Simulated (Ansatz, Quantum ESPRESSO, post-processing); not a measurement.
# From contact to tunnelling: vacuum gaps between two Pb(100) faces, part 5 of 5

Aim: how the conductance falls as the barrier grows, for vacuum gaps between two Pb(100) faces.

Quantum ESPRESSO 7.5; plane-wave DFT, LDA, GBRV ultrasoft pseudopotentials; cross-check by Ansatz 0.2.0 with PAW datasets.

So far. Step 12 (The open system, 8 Å): T goes from 0.00587 to 8.3e-4, a factor of 7.1. Step 13 (Cross-check with Ansatz, 8 Å): Ansatz finds T = 8.4e-4 against pwcond's 8.3e-4.

## (15) Transmission with pwcond.x, 9 Å

Level of this step: transmission by pwcond, lead and junction from one cell; plane-wave DFT, LDA, GBRV ultrasoft pseudopotentials (Quantum ESPRESSO).

j4.cond.in reads:

```
&inputcond
  outdir = './out'
  prefixt = 'j4.scf'
  tran_file = 'j4.cond.dat'
  bdl = 1.4142135624
  bds = 10.3085765933
  ikind = 1
  ewind = 4.0
  epsproj = 1e-05
  nz1 = 7
  energy0 = 0.4
  denergy = -0.4
/
15
  0.00000000 0.00000000 0.01562500
  0.00000000 0.12500000 0.06250000
  0.00000000 0.25000000 0.06250000
  0.00000000 0.37500000 0.06250000
  0.00000000 0.50000000 0.03125000
  0.12500000 0.12500000 0.06250000
  0.12500000 0.25000000 0.12500000
  0.12500000 0.37500000 0.12500000
  0.12500000 0.50000000 0.06250000
  0.25000000 0.25000000 0.06250000
  0.25000000 0.37500000 0.12500000
  0.25000000 0.50000000 0.06250000
  0.37500000 0.37500000 0.06250000
  0.37500000 0.50000000 0.06250000
  0.50000000 0.50000000 0.01562500
3
```

Launch:

```console
OMP_NUM_THREADS=1 mpirun -n 4 pwcond.x -in j4.cond.in > j4.cond.out
```

Output:

```text
[banner, memory and clock lines left out]
Program PWCOND v.7.5 starts

     ./out/j4.scf.save/

[...]
negative rho (up, down):  1.822E-01 0.000E+00
     Reading collected, re-writing distributed wavefunctions

===== INPUT FILE containing all the regions =====

     GEOMETRY:

     lattice parameter (alat)  =       6.7213  a.u.
     the volume                =    3130.0715 (a.u.)^3
     the cross section         =      45.1756 (a.u.)^2
     l of the unit cell        =      10.3086 (alat)
     number of atoms/cell      =           12
[...]
-0.3808666  -0.0000117  -0.4000000
 Left moving states:
   k1(2pi/a)   k2(2pi/a)   E-Ef (eV)
   0.3808665  -0.0000117  -0.4000000
   0.3808665  -0.0000117  -0.4000000

 to transmit
 Band j to band i transmissions and reflections:
    j         i     |T_ij|^2    |R_ij|^2

    1 -->     1     0.00000     0.15660
    1 -->     2     0.00000     0.84340
   Total T_j, R_j =    0.00000  1.00000

    2 -->     1     0.00000     0.84340
    2 -->     2     0.00000     0.15660
   Total T_j, R_j =    0.00000  1.00000

E-Ef(ev), T(x2 spins) =   -0.4000000   0.0000001
   T_tot     0.40000      0.43093E-03
   T_tot     0.00000      0.21642E-03
   T_tot    -0.40000      0.14180E-03
```

The job ended after 100 s (4 MPI ranks of Arm Neoverse V1, shared host; peak memory 0.29 GiB).

Numbers from this step:

```
transmission at the Fermi level, one spin : 1.08e-4
conductance                               : 1.08e-4 G₀
```

Per spin; mean over the k mesh across the current. Table of transmission, zone mean by energy, zero at the Fermi level:

```
energy (eV)  transmission, zone mean
     -0.400                   7.1e-5
      0.000                   1.1e-4
      0.400                   2.2e-4
```

T goes from 8.3e-4 to 1.1e-4, a factor of 7.7.

## (16) Cross-check with Ansatz, 9 Å

Level of this step: plane-wave DFT, LDA, Ansatz PAW (Ansatz 0.2.0).

input.yaml reads:

```yaml
crystal:
  lattice:
    - [3.5567471094, 0.0, 0.0]
    - [0.0, 3.5567471094, 0.0]
    - [0.0, 0.0, 36.665]
  atoms:
    - { symbol: Pb, position: [0.0, 0.0, 0.0] }
    - { symbol: Pb, position: [0.5, 0.5, 0.068594027] }
    - { symbol: Pb, position: [0.0, 0.0, 0.137188054] }
    - { symbol: Pb, position: [0.5, 0.5, 0.205782081] }
    - { symbol: Pb, position: [0.0, 0.0, 0.274376108] }
    - { symbol: Pb, position: [0.5, 0.5, 0.342970135] }
    - { symbol: Pb, position: [0.0, 0.0, 0.588435838] }
    - { symbol: Pb, position: [0.5, 0.5, 0.657029865] }
    - { symbol: Pb, position: [0.0, 0.0, 0.725623892] }
    - { symbol: Pb, position: [0.5, 0.5, 0.794217919] }
    - { symbol: Pb, position: [0.0, 0.0, 0.862811946] }
    - { symbol: Pb, position: [0.5, 0.5, 0.931405973] }
kpoints:
  mp_grid: { grid: [7, 7, 1] }
hamiltonian:
  xc: lda
scf:
  occupations: { method: fermi_dirac, width: 0.1 }
  convergence: { dr2_threshold: 1.0e-08 }
output:
  transmission: { leads: [[0, 2]], e_range: [-0.4, 0.4], de: 0.4, kmesh: [8, 8] }
  write_potential: true
  write_density: true
  volumetric_format: npy
  elf: true
```

Launch:

```console
ansatz run input.yaml --threads 4 --pin off --max-ram 8192MiB --backend cpu --events-out ev --progress --plain --runs-dir out
```

Output:

```text
[...]
Crystal: 12 atoms, lattice volume = 463.829 Å³
Basis set: ecut = 420 eV, 9007 PW (Γ)
Bands: 101, of which v1, the nominal top of the filled ones, is band 84 counted from 1 (83 counted from 0)
Symmetry: 16 space group operations
[...]
k-points: 10 of 49
[...]
k-point 9: bands = [... 80 lower, 5.6417, 5.6653, 5.8457, 6.1022, 6.1255, 6.4327, 6.6542, 6.8354, ... 13 higher]
--- Transmission ---
  basis      : 109 plane waves across, 46 finite elements along
  points     : 15, standing for a mesh of 8 x 8
[...]
channels       : 1.546875e0 a spin
[...]
slowest decay  : 0.0725 /Å at (0.5000, 0.0000)
  junction   : crystal 0 to crystal 0, -0.56 to 31.08 Å
    transmission   : 1.104398e-4 a spin
[...]
[key lines of the parts left out:]
SCF converged after 8 iterations
Free energy (F): -139227.047612 eV
Fermi energy:    7.477114 eV
```

Run time: 28 s. Hardware: 4 threads; peak memory 1.4 GiB.

Numbers from this step:

```
free energy                                  : -139227.0476 eV
energy at zero smearing                      : -139226.9281 eV
smearing term TS                             : 0.2391 eV
Fermi energy                                 : 7.477 eV
transmission at the Fermi level, one spin    : 1.10e-4
step of the lead's Hamiltonian over a period : 58.3 meV
```

Per spin; mean over the k mesh across the current. Transmission, zone mean against energy, zero at the Fermi level:

```
energy (eV)  transmission, zone mean
     -0.400                   7.2e-5
      0.000                   1.1e-4
      0.400                   2.2e-4
```

Ansatz finds T = 1.1e-4 against pwcond's 1.1e-4.

## (17) The series side by side

All levels:

```
level  T by pwcond  T by Ansatz  lead channels  CPU time (s)
  5 Å       0.1819       0.1833          1.547         887.5
  6 Å      0.03659      0.03666          1.547         904.8
  7 Å     0.005872      0.00592          1.547         872.9
  8 Å      8.30e-4      8.38e-4          1.547          1032
  9 Å      1.08e-4      1.10e-4          1.547           979
```

## (18) A check by hand

For the narrowest barrier, the Landauer sum over the mesh, Σ w T = 0.1250 × 0.282 + 0.1250 × 0.191 + 0.0625 × 0.381 + … = 0.1819.

G = 0.182 × 77.48 µS = 14.1 µS a cell. Times the area of 12.650 Å², the resistance-area product is A/G = 8.98 fΩ m², the leads' contact resistance included.

Free electrons at 4 an atom (2 atoms in 63.6 Å³) have k_F = 1.550 1/Å and offer A k_F²/4π = 2.42 channels per spin; the lead has 1.55 on this mesh.

κ = ln(T₁/T₂)/(2Δd) = ln(0.0008303/0.0001082)/(2 × 1 Å) = 1.02 1/Å.

## (19) Summary of results

| Property | Result |
| --- | --- |
| conductance a cell at 5 Å | 0.182 G₀ |
| conductance a cell at 6 Å | 0.0366 G₀ |
| conductance a cell at 7 Å | 0.00587 G₀ |
| conductance a cell at 8 Å | 8.3e-4 G₀ |
| conductance a cell at 9 Å | 1.1e-4 G₀ |
| fall of ln T per Å over the last interval | 2.04 |

**Reading.** The conductance goes from 0.182 G₀ at 5 Å to 1.1e-4 G₀ at 9 Å (LDA, GBRV ultrasoft). Interval by interval ln T falls by 1.60, 1.83, 1.96 and 2.04 per Å. The last interval gives κ = 1.02 1/Å in T ∝ exp(−2κd), an apparent barrier of (κ/0.512)² = 4.0 eV. Ansatz follows the series within a factor of 1.02. Points with over 2.5 times the mean carry up to 61 % of T, so the means lean on few points, and the mesh was not tested. The geometries are as built, not relaxed, and the leads are short. Semilocal functionals lack the image potential in a vacuum gap. Spin-orbit coupling is left out; depending on the atoms that carry the band edges, it can split and shift them by up to an eV.

[Long decimals in the printed logs are rounded to 6 places.]

[Repeated lines of the later SCF iterations (solver, time, negative density, dipole) and banner, clock, host and MPI lines are left out of these logs without a mark at each place.]

[Logs are printed without paths, hosts, clocks, repeated set-up lines and the standing remarks that a program may print on its own settings, such as how far it seeks lower states.]

[Hosts, paths, dates, database ids (printed as entryN), source tags and the programs' standing remarks are cut or masked in the printed files.]

[Maps of the electrostatic potential energy from Ansatz leave out the sawtooth potential of an applied field or a dipole correction, so their vacuum need not be flat; planar profiles and work functions include it.]
